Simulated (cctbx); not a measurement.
# CdAgTeI across an absorption edge

Space group P4/nmm (no. 129, origin choice 1), a = 4.7190 Å, b = 4.7190 Å, c = 10.5230 Å, α = 90.00°, β = 90.00°, γ = 90.00°.

```csv
atom,mult.,x,y,z,Ueq (Å²)
I1,2,1/2,1/2,1/2,0.0098
Te1,2,1/2,0,0.8046,0.0075
Cd1,2,0,1/2,0.6506,0.0086
Ag1,2,1/2,1/2,0,0.0104
```

The model was made for the exercise: a known structure type with other elements put in, its volume estimated, not relaxed; displacement parameters are assumed.

Calculated with cctbx: free-atom f′ and f″ from the Sasaki tables, no fine structure; amplitudes in electrons.

| E (eV) | F 2 0 2 | F 0 0 3 | F 0 2 1 | F 0 0 4 |
| --- | --- | --- | --- | --- |
| 24914 | 59.3 | 11.9 | 26.3 | 107.5 |
| 25264 | 57.9 | 13.7 | 27.6 | 106.2 |
| 25394 | 56.6 | 15.1 | 28.8 | 105.0 |
| 25454 | 55.4 | 16.4 | 30.0 | 103.8 |
| 25484 | 54.2 | 17.7 | 31.2 | 102.5 |
| 25499 | 53.0 | 19.0 | 32.4 | 101.3 |
| 25506 | 52.0 | 20.0 | 33.4 | 100.3 |
| 25510 | 50.9 | 21.2 | 34.5 | 99.2 |
| 25518 | 49.0 | 24.1 | 37.2 | 97.1 |
| 25522 | 51.7 | 21.4 | 34.5 | 99.8 |
| 25529 | 53.1 | 20.0 | 33.1 | 101.2 |
| 25544 | 54.5 | 18.6 | 31.7 | 102.7 |
| 25574 | 55.9 | 17.3 | 30.3 | 104.1 |
| 25664 | 57.7 | 15.6 | 28.4 | 106.0 |
| 25914 | 59.7 | 14.1 | 26.2 | 108.3 |

**Question.** Which edge is crossed, and why do the reflections move as they do?

The K edge of Ag. The edge is at 25514 eV. f′ of Ag falls from -4.8 e at 25394 eV to -7.8 e at 4 eV below it, and f″ steps from 0.55 to 3.62 e across it. Over that approach |F| changes by -10 % (2 0 2), +40 % (0 0 3), +20 % (0 2 1) and -6 % (0 0 4): a reflection falls where Ag scatters in phase with the total and rises where it scatters against it; it hardly moves where the Ag term is small or cancels by symmetry. Above the edge the larger f″ enters the imaginary part, where it can add to or cancel the other atoms' f″. The structure is centrosymmetric, so Friedel mates stay equal.

[Logs are printed without paths, hosts, clocks, repeated set-up lines and the standing remarks that a program may print on its own settings, such as how far it seeks lower states.]
